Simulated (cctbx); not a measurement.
# Diagnosing a refinement

Cell a = 5.2170 Å, b = 5.2170 Å, c = 13.5510 Å, α = 90.00°, β = 90.00°, γ = 120.00°; space group P6/mmm (no. 191).

Simulated single-crystal data (cctbx): Mo Kα, λ = 0.71073 Å, to d = 0.75 Å, 50 % of the full sphere, strongest reflection 5000 counts, noise from counting, a 4 % proportional error and a noise floor of 2 counts (s.d.); no absorption.

An anisotropic refinement with weights 1/σ² prints:

```text
Rint 0.055, 208 unique reflections to 0.75 A
cycle     R1     wR2    GooF  max shift (A)
   1  0.0293  0.0656   1.510   0.01714
   2  0.0292  0.0649   1.494   0.00015
final R1 0.0292 wR2 0.0649 GooF 1.494  parameters 20  data/parameter 10.4
atom        x        y        z      Ueq    occ   su(xyz)  su(Uiso or U11)
Pd1    0.50000  0.00000  0.60108   0.0150  1.000  0.00008  0.0004
Pd2    0.66667  0.33333  0.00000   0.0175  1.000  0.00000  0.0006
Pd3    0.50000  0.00000  0.85709   0.0140  1.000  0.00008  0.0004
Sc1    0.00000  0.00000  0.74615   0.0231  1.000  0.00039  0.0016
Sc2    0.00000  0.00000  0.50000   0.0182  1.000  0.00000  0.0020
Sc3    0.00000  0.00000  0.00000   0.0187  1.000  0.00000  0.0020
B1     0.66667  0.33333  0.73174   0.0294  1.000  0.00195  0.0075
difference map: max 7.13 min -2.43 rms 0.39
Q1    0.3333  0.6667  0.5000    2    7.38  2.04 A from Pd1
Q2    0.2040  0.4080  0.3828   12    1.23  1.39 A from Pd1
Q3    0.0000  0.5000  0.4529    6    0.98  0.73 A from Pd1
Q4    0.0000  0.2867  0.0000    6    0.93  1.50 A from Sc3
Q5    0.0000  0.2506  0.4590   12    0.82  1.42 A from Sc2
Q6    0.0000  0.2199  0.1560   12    0.77  1.47 A from Pd3
```

Q: Accept it or mend it, and why?

Mend it. The fault: an atom left out, B at (2/3, 1/3, 1/2). Against the right model at the same level, R1 goes from 0.0188 to 0.0292 and GooF from 1.02 to 1.49 and the top difference peak, 7.4 e/Å³, lies 2.04 Å from Pd1. Q1 is the missing atom. With scattering power missing, scale and phases suffer, so peaks may also grow on the heavy atoms.

The compound is Sc2B3Pd7. The right model at the same level gives:

```text
Rint 0.055, 208 unique reflections to 0.75 A
cycle     R1     wR2    GooF  max shift (A)
   1  0.0189  0.0444   1.028   0.00194
   2  0.0188  0.0441   1.019   0.00001
final R1 0.0188 wR2 0.0441 GooF 1.019  parameters 22  data/parameter 9.5
atom        x        y        z      Ueq    occ   su(xyz)  su(Uiso or U11)
Pd1    0.50000  0.00000  0.60112   0.0152  1.000  0.00006  0.0003
Pd2    0.66667  0.33333  0.00000   0.0176  1.000  0.00000  0.0004
Pd3    0.50000  0.00000  0.85703   0.0141  1.000  0.00005  0.0003
Sc1    0.00000  0.00000  0.74616   0.0225  1.000  0.00026  0.0011
Sc2    0.00000  0.00000  0.50000   0.0187  1.000  0.00000  0.0014
Sc3    0.00000  0.00000  0.00000   0.0194  1.000  0.00000  0.0014
B1     0.66667  0.33333  0.50000   0.0386  1.000  0.00000  0.0086
B2     0.66667  0.33333  0.73316   0.0287  1.000  0.00129  0.0049
difference map: max 1.09 min -2.01 rms 0.30
Q1    0.2071  0.4142  0.3809   12    1.17  1.38 A from Pd1
Q2    0.0000  0.0000  0.0700    2    1.10  0.95 A from Sc3
Q3    0.0000  0.5000  0.4534    6    0.85  0.74 A from Pd1
Q4    0.0000  0.2852  0.0000    6    0.81  1.49 A from Sc3
Q5    0.2000  0.6000  0.5000    6    0.79  0.60 A from B1
Q6    0.0698  0.1395  0.2105   12    0.78  0.86 A from Sc1
```

The model is made up (kin elements in a known structure type, no relaxation), so it says nothing on whether the phase exists.

[Middle refinement cycles are left out of these outputs.]

[Logs are printed without paths, hosts, clocks, repeated set-up lines and the standing remarks that a program may print on its own settings, such as how far it seeks lower states.]
